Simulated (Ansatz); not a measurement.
**Resistivity from frozen vibrations: Ag(111) with 4 thermally displaced layers, 2x2**

Aim: the resistivity of Ag at 80 K from frozen thermal displacements between perfect leads.

Program: Ansatz 0.2.0. Level of theory: Ansatz plane-wave DFT, PBE, PAW files; ballistic transport by layer matching (Landauer), zero bias; PAW set soft_1. Results are calculated unless marked as measured.

## Step 1: Set-up

The cell holds 40 atoms: 40 Ag. Cell: a = 5.779 Å, b = 5.779 Å, c = 23.651 Å, α = 93.5°, β = 86.5°, γ = 120.0°. It derives from Ag. Regions: lead, 24 atoms (24 Ag); scattering region, 16 atoms (16 Ag). The structure is stacked along c, and the current runs across the ab planes.

## Step 2: With 4 displaced layers

Each atom of 4 layers is moved at random, by amounts drawn from a normal law 0.0507 Å wide in each direction from the Debye model (225 K) at 80 K. The layers about the cell's end stay perfect and serve as the lead. Disorder leaves little or no symmetry, which makes such runs dear. Energies from -0.05 to 0.05 eV in steps of 0.05 eV are too few for the program's thermal sum, so it prints no conductance; for a metal the transmission near the Fermi level serves, at a fraction of the cost.

input.yaml reads:

```yaml
crystal:
  lattice:
    - [5.7787594586, 0.0, 0.0]
    - [-2.8893797293, 5.0045524935, 0.0]
    - [1.4446898646, -0.8340920822, 23.5916866996]
  atoms:
    - { symbol: Ag, position: [0.9916666667, 0.0083333333, 0.05] }
    - { symbol: Ag, position: [0.9916666667, 0.5083333333, 0.05] }
    - { symbol: Ag, position: [0.4916666667, 0.0083333333, 0.05] }
    - { symbol: Ag, position: [0.4916666667, 0.5083333333, 0.05] }
    - { symbol: Ag, position: [0.1416666667, 0.3583333333, 0.15] }
    - { symbol: Ag, position: [0.1416666667, 0.8583333333, 0.15] }
    - { symbol: Ag, position: [0.6416666667, 0.3583333333, 0.15] }
    - { symbol: Ag, position: [0.6416666667, 0.8583333333, 0.15] }
    - { symbol: Ag, position: [0.2916666667, 0.2083333333, 0.25] }
    - { symbol: Ag, position: [0.2916666667, 0.7083333333, 0.25] }
    - { symbol: Ag, position: [0.7916666667, 0.2083333333, 0.25] }
    - { symbol: Ag, position: [0.7916666667, 0.7083333333, 0.25] }
    - { symbol: Ag, position: [0.9418711014, 0.0572250082, 0.3513755448] }
    - { symbol: Ag, position: [0.9397451868, 0.5530390397, 0.3507766593] }
    - { symbol: Ag, position: [0.4581475727, 0.0676707555, 0.348488468] }
    - { symbol: Ag, position: [0.4274004666, 0.5520373749, 0.3500887628] }
    - { symbol: Ag, position: [0.0706176591, 0.405672024, 0.4473239449] }
    - { symbol: Ag, position: [0.0826035497, 0.9027093967, 0.4493206283] }
    - { symbol: Ag, position: [0.600599927, 0.418842933, 0.4497239242] }
    - { symbol: Ag, position: [0.6001552646, 0.9017239653, 0.450754998] }
    - { symbol: Ag, position: [0.2503309762, 0.259019066, 0.54840306] }
    - { symbol: Ag, position: [0.231188287, 0.7537776122, 0.5504729506] }
    - { symbol: Ag, position: [0.7318117157, 0.2561583985, 0.5496580053] }
    - { symbol: Ag, position: [0.7473686619, 0.7606340066, 0.5507632945] }
    - { symbol: Ag, position: [0.884996651, 0.1073016211, 0.6516838776] }
    - { symbol: Ag, position: [0.8978459619, 0.5961270482, 0.6532517119] }
    - { symbol: Ag, position: [0.4073289501, 0.1163389039, 0.6505680164] }
    - { symbol: Ag, position: [0.3955936039, 0.6237977528, 0.6542103806] }
    - { symbol: Ag, position: [0.0416666667, 0.4583333333, 0.75] }
    - { symbol: Ag, position: [0.0416666667, 0.9583333333, 0.75] }
    - { symbol: Ag, position: [0.5416666667, 0.4583333333, 0.75] }
    - { symbol: Ag, position: [0.5416666667, 0.9583333333, 0.75] }
    - { symbol: Ag, position: [0.1916666667, 0.3083333333, 0.85] }
    - { symbol: Ag, position: [0.1916666667, 0.8083333333, 0.85] }
    - { symbol: Ag, position: [0.6916666667, 0.3083333333, 0.85] }
    - { symbol: Ag, position: [0.6916666667, 0.8083333333, 0.85] }
    - { symbol: Ag, position: [0.8416666667, 0.1583333333, 0.95] }
    - { symbol: Ag, position: [0.8416666667, 0.6583333333, 0.95] }
    - { symbol: Ag, position: [0.3416666667, 0.1583333333, 0.95] }
    - { symbol: Ag, position: [0.3416666667, 0.6583333333, 0.95] }
kpoints:
  mp_grid: { grid: [4, 4, 1] }
hamiltonian:
  xc: pbe
  pseudopotentials: { kind: paw, azcp: { folder: soft_1 } }
scf:
  occupations: { method: fermi_dirac, width: 0.1 }
output:
  transmission: { leads: [[0, 4]], kmesh: [8, 8], e_range: [-0.05, 0.05], de: 0.05 }
  write_potential: true
  write_density: true
  volumetric_format: npy
  elf: true
```

Launch:

```
ansatz run input.yaml --threads 4 --pin off --max-ram 15360MiB --backend cpu --events-out ev --progress --plain --runs-dir out
```

Numbers of over 12 decimals in the logs are rounded to 6 here.

Output:

```text
Engine: ansatz 0.2.0, x86_64-unknown-linux-gnu
Pseudopotentials: kind: paw
Pseudopotential: Ag, paw, valence charge 19, recommended cutoff 420 eV (normal), soft_1/Ag.paw.azcp
Functional definition: PBE
  parameter kappa = 0.804
  parameter beta = 0.066725
  exchange = pbe_x(kappa = kappa, mu = beta*pi^2/3)
  correlation = pbe_c(beta = beta)
Crystal: 40 atoms, lattice volume = 682.274 Å³
Basis set: ecut = 420 eV, 13363 PW (Γ)
Bands: 456, of which v1, the nominal top of the filled ones, is band 380 counted from 1 (379 counted from 0)
Symmetry: 1 space group operations
Space group: P1 (ITA 1), of the structure as read, at distance tolerance 8.8e-5 Å
k-points: 10 of 16 (time reversal used)
Non-local potential: Ag, projectors of the file, l = 0: 3, l = 1: 2, l = 2: 2, l = 3: 1
PAW form: soft (Blöchl's): semilocal exchange-correlation on the pseudo side does not see the compensation charge
PAW one-centre angular grid: Ag, 590 points (default); XC on 64 Gauss nodes
Initial density: superposition of atomic densities (chi_scale 0.1, normalization cell)
Initial wavefunctions: pseudopotential atomic-orbital guess
Functional: x = pbe(κ = 0.804, μ = 0.219515), c = pbe(β = 0.066725)
SCF iter   1: F=—  HF=-303633.083756 eV  |F-HF|=—  |Δ(HF+E_count)|=         —  Δρ=7.07e-2  dr2=3.65e1  ethr=3.10e-3  ⟨swp⟩=4.0  Hψ=13563  notcnv=0  defer=78
preconditioner: auto → Kerker (q_TF=auto, 2.778 Å⁻¹)  [metal: Δε(μ)=0.052 eV  Ē_g=10.256 eV  σ=0.100 eV  W_gap=0.13  n_scr=260 (ndim 8)  ℏωp=29.8 eV  f_vac=0.000  D(μ)=14.28/eV (n_scr^D=80)]
SCF iter   2: F=—  HF=-303624.506586 eV  |F-HF|=—  |Δ(HF+E_count)|=    8.58e0  Δρ=2.47e-2  dr2=4.49e0  ethr=3.10e-3  ⟨swp⟩=2.1  Hψ=7224  notcnv=0  defer=545
SCF iter   3: F=—  HF=-303623.369376 eV  |F-HF|=—  |Δ(HF+E_count)|=    1.14e0  Δρ=9.66e-3  dr2=5.21e-1  ethr=5.90e-4  ⟨swp⟩=2.2  Hψ=6345  notcnv=0  defer=545
SCF iter   4: F=—  HF=-303623.357220 eV  |F-HF|=—  |Δ(HF+E_count)|=   1.22e-2  Δρ=2.31e-3  dr2=1.90e-2  ethr=6.86e-5  ⟨swp⟩=2.7  Hψ=7642  notcnv=0  defer=540
SCF iter   5: F=—  HF=-303623.364627 eV  |F-HF|=—  |Δ(HF+E_count)|=   7.41e-3  Δρ=3.76e-4  dr2=9.63e-4  ethr=2.50e-6  ⟨swp⟩=2.0  Hψ=6223  notcnv=0  defer=540
SCF iter   6: F=—  HF=-303623.364953 eV  |F-HF|=—  |Δ(HF+E_count)|=   3.26e-4  Δρ=1.08e-4  dr2=9.72e-5  ethr=1.27e-7  ⟨swp⟩=2.1  Hψ=6227  notcnv=0  defer=540
SCF iter   7: F=—  HF=-303623.365240 eV  |F-HF|=—  |Δ(HF+E_count)|=   2.87e-4  Δρ=5.66e-5  dr2=1.92e-5  ethr=1.28e-8  ⟨swp⟩=2.0  Hψ=7572  notcnv=0  defer=540
SCF iter   8: F=—  HF=-303623.365239 eV  |F-HF|=—  |Δ(HF+E_count)|=   1.31e-6  Δρ=1.15e-5  dr2=1.09e-6  ethr=2.52e-9  ⟨swp⟩=2.0  Hψ=7458  notcnv=0  defer=540
SCF iter   9: F=—  HF=-303623.365239 eV  |F-HF|=—  |Δ(HF+E_count)|=   7.91e-8  Δρ=2.40e-6  dr2=1.29e-7  ethr=1.32e-11  ⟨swp⟩=8.7  Hψ=16213  notcnv=0
SCF iter  10: F=-303623.365239 eV  HF=-303623.365239 eV  |F-HF|=2.01e-8  |Δ(HF+E_count)|=   4.13e-9  Δρ=1.14e-6  dr2=2.05e-8  ethr=1.32e-11  ⟨swp⟩=2.0  Hψ=8376  notcnv=0
SCF 1 converged in 10 iterations: F = -303623.365239 eV  dr2 = 2.05e-8
  greatest PAW one-centre occupation: 1.001 electrons in one spin orbital (limit 2), on the Ag atom at site 28 (counted from 0), in its partial waves of l = 0
transmission: 108 of 1020 steps passed
transmission: 207 of 1020 steps passed
[...]
transmission: 1020 of 1020 steps passed
SCF converged after 10 iterations
Free energy (F): -303623.365239 eV
Harris-Foulkes:  -303623.365239 eV  (|F-HF|=2.01e-8)
Internal energy: -303622.935037 eV  (E = F + TS)
E sigma→0 (E₀):  -303623.150138 eV
Entropy (-TS):   -0.430201 eV (-10.755 meV/atom)
Fermi energy:    17.229695 eV
--- Per-component energies (eV) ---
  E_band       = -9457.745873
  E_kinetic    = 18717.096764
  E_local      = -83536.686914  (includes V_loc(G=0)·N_el)
  E_nonlocal   = 1266.828078
  E_hartree    = 41078.490840
  E_xc         = -6369.742307
  E_vxc        = -8063.412789  (∫ρ·V_xc dr)
  E_paw        = -158212.304044  (= ΣΔE_a)
  E_vpaw       = -19998.551939  (= ΣTr[D̂ρ^β])
  E_aug_tail   = 0.014988  (compensation charges beyond the density's cutoff)
  E_ewald      = -116566.632441
  E_smearing   = -0.430201  (= −TS)
  E_closure    = 0.000000  (closes the sum)
  Σ components = -303623.365239   (vs F -303623.365239, Δ=0.00e0)
--- Band table (eV; the first three rows and the last of 10) ---
  k-point 0: bands = [... 376 lower, 17.3605, 17.6977, 17.7182, 17.7251, 17.7466, 18.0209, 18.0323, 18.2421, ... 72 higher]
  k-point 1: bands = [... 376 lower, 16.8191, 16.8321, 16.9472, 17.0905, 17.1347, 17.2803, 17.5420, 17.7099, ... 72 higher]
  k-point 2: bands = [... 376 lower, 16.7806, 16.7982, 16.9667, 16.9919, 17.3212, 17.3501, 17.5888, 17.6238, ... 72 higher]
  k-point 9: bands = [... 376 lower, 16.8498, 16.8616, 16.8653, 16.8828, 17.5559, 17.5799, 17.5982, 17.6221, ... 72 higher]
--- Transmission ---
  basis      : 253 plane waves across, 30 finite elements along
  points     : 34, standing for a mesh of 8 x 8
  energies   : 3 from -0.050000 to 0.050000 eV about the Fermi level, 0.050000 eV apart; the leads are filled to 0.000000 eV, and channels, transmission and decay are at 0.000000 eV
  crystal 0  : Ag4, at the sites [0, 4], period 2.3592 Å, over 14.16 Å; its Hamiltonian steps by up to 4.8 meV
    offset         : up to 0.0000 Å between an atom of the period and one for which it stands
    channels       : 3.234375e0 a spin
    conductance    : none, the energies end too early or step too widely for 300 K: set another output.transmission.e_range or a lower de, or, where they end at an eighth of basis.ecutwfc, a higher one
  junction   : crystal 0 to crystal 0, 0.70 to 21.93 Å
    transmission   : 3.212533e0 a spin
    conductance    : none, the energies end too early or step too widely for 300 K: set another output.transmission.e_range or a lower de, or, where they end at an eighth of basis.ecutwfc, a higher one
```

Elapsed: 5.3 min, on 4 threads of Intel Xeon Platinum 8259CL at 2.50GHz (Skylake/Cascade Lake), shared host; peak memory 6.1 GiB; 18 min of CPU time.

In the SCF lines HF is the Harris–Foulkes energy and dr2 the Hartree energy of the density residual, in eV; the loop may stop once dr2 is under the threshold and the program's other checks hold. Hψ counts applications of the Hamiltonian.

Numbers from this step:

```
free energy                                    : -303623.3652 eV
energy at zero smearing                        : -303623.1501 eV
Fermi energy                                   : 17.23 eV
cell area                                      : 28.92 Å²
transmission per spin nearest the Fermi level  : 3.213
open channels per spin nearest the Fermi level : 3.234
step of the lead's potential                   : 4.8 meV
```

Per spin. The transmission, zone mean stays at 3.21 for energy from -0.05 to 0.05 eV.

Per spin. The open channels, zone mean, lead stays at 3.23 for energy from -0.05 to 0.05 eV.

Transmission over k1 and k2. At 0.0000 eV from the Fermi level.

Ten even steps from '_' (2.94) to '@' (3.96):
```
__@@____@@______
____@@__@@______
________________
@@@@@@______@@@@
________________
________@@__@@__
________@@____@@
@@______@@______
```
Columns: k1 (b1) from -0.5 to 0.375; rows upwards: k2 (b2) from -0.5 to 0.375.

Open channels over k1 and k2. At 0.0000 eV from the Fermi level.

Ten even steps from '0' (3.00) to '9' (4.00):
```
09009000
00909000
00000000
99900099
00000000
00009090
00009009
90009000
```
Columns: k1 (b1) from -0.5 to 0.375; rows upwards: k2 (b2) from -0.5 to 0.375.

Valence density in the ca plane at fractional y = 0.419, with atoms of Ag within 0.2 Å of it. It is the smooth field of the valence electrons, not physical close to the nuclei.

Ten steps, logarithmic in the rise over the least value, from '0' (0 e/Å³) to '9' (19 e/Å³), each cell a mean:
```
10001121112454211355420011110001111136886310
10001221112565311122110123321012321113443111
32001111002455310111100134421113431001111013
74100110001233111344310123321012321001110013
86200000000011012588631012210001111012332113
85200000000000013799851001000000100136775211
53100110000111002689841000000000000147997310
21001111001233111366531011100000000147996310
00001221112455310122210123310001110025664211
21001121112565310000000134421011211002332112
53100111001354210111100134421012221000110013
85200000000122111355310012210001211001221013
86200000000011013688631001100000110024553112
64200000000011013799841000000000000137886211
32000111001222113689741000000000000147997310
```
Columns run along c (16.0 Å, from fractional 0.16 to 0.84 of the cell), rows up along a (5.8 Å). Atoms in or near the plane, at fractional coordinates: Ag at (0.45, 0.07), Ag at (0.45, 0.60), Ag at (0.75, 0.04), Ag at (0.75, 0.54).

Electrostatic potential energy in the ca plane at fractional y = 0.419, with atoms of Ag within 0.2 Å of it. With pseudopotentials it is smooth inside the atoms' cores, unlike the true potential.

Ten even steps from '0' (-11 eV) to '9' (20 eV), each cell a mean:
```
99999778997312688411279987899998889850000599
99998768986100489877899863479986568985225898
47999888997301589988899842258974358999888985
03899999999755798632589863368986468999899984
00699999999989996100048987789998789986457985
01799999999999995036118999999999999851002798
25899999999989996013028999999999999830320599
78999888998656898410159988899999999840220599
99998778996201589876789864589998889972002798
78999778986100489999999841268997779997557886
15899889998312689888999852368987678999999984
01799999999867898422589976689998789998778984
00699999999999995011059999999999999973125897
03799999999999984056028999999999999840100699
57999889999767885012038999999999999830430499
```
Columns run along c (16.0 Å, from fractional 0.16 to 0.84 of the cell; values clipped at the 3rd and 97th percentile), rows up along a (5.8 Å). Atoms in or near the plane, at fractional coordinates: Ag at (0.45, 0.07), Ag at (0.45, 0.60), Ag at (0.75, 0.04), Ag at (0.75, 0.54).

ELF in the ca plane at fractional y = 0.419, with atoms of Ag within 0.2 Å of it. It is the smooth field of the valence electrons, not physical close to the nuclei.

Values, 8 rows by 16 columns, each cell a mean:
```
0.17 0.17 0.20 0.19 0.38 0.23 0.26 0.26 0.18 0.24 0.17 0.21 0.19 0.31 0.40 0.18
0.27 0.17 0.18 0.18 0.33 0.22 0.21 0.20 0.20 0.33 0.18 0.26 0.22 0.18 0.18 0.22
0.41 0.18 0.17 0.17 0.18 0.18 0.45 0.44 0.18 0.20 0.17 0.18 0.18 0.25 0.28 0.20
0.28 0.17 0.17 0.17 0.19 0.18 0.46 0.48 0.19 0.18 0.16 0.17 0.19 0.42 0.54 0.19
0.17 0.17 0.20 0.19 0.37 0.22 0.22 0.23 0.19 0.26 0.16 0.17 0.18 0.31 0.41 0.18
0.27 0.17 0.18 0.18 0.36 0.22 0.18 0.17 0.20 0.33 0.17 0.21 0.19 0.17 0.18 0.22
0.41 0.18 0.17 0.17 0.19 0.19 0.42 0.37 0.17 0.19 0.16 0.17 0.18 0.25 0.28 0.20
0.28 0.18 0.17 0.17 0.20 0.19 0.53 0.49 0.18 0.17 0.16 0.17 0.19 0.42 0.54 0.19
```
Columns run along c (16.0 Å, from fractional 0.16 to 0.84 of the cell), rows up along a (5.8 Å). Atoms in or near the plane, at fractional coordinates: Ag at (0.45, 0.07), Ag at (0.45, 0.60), Ag at (0.75, 0.04), Ag at (0.75, 0.54).

Over the solved energies the transmission per spin lies between 3.21 and 3.21, out of 3.23 channels of the lead on average (up to 3.23).

(Continued in part 2 of 2.)

[Logs are printed without paths, hosts, clocks, repeated set-up lines and the standing remarks that a program may print on its own settings, such as how far it seeks lower states.]

[Hosts, paths, dates, database ids (printed as entryN), source tags and the programs' standing remarks are cut or masked in the printed files.]
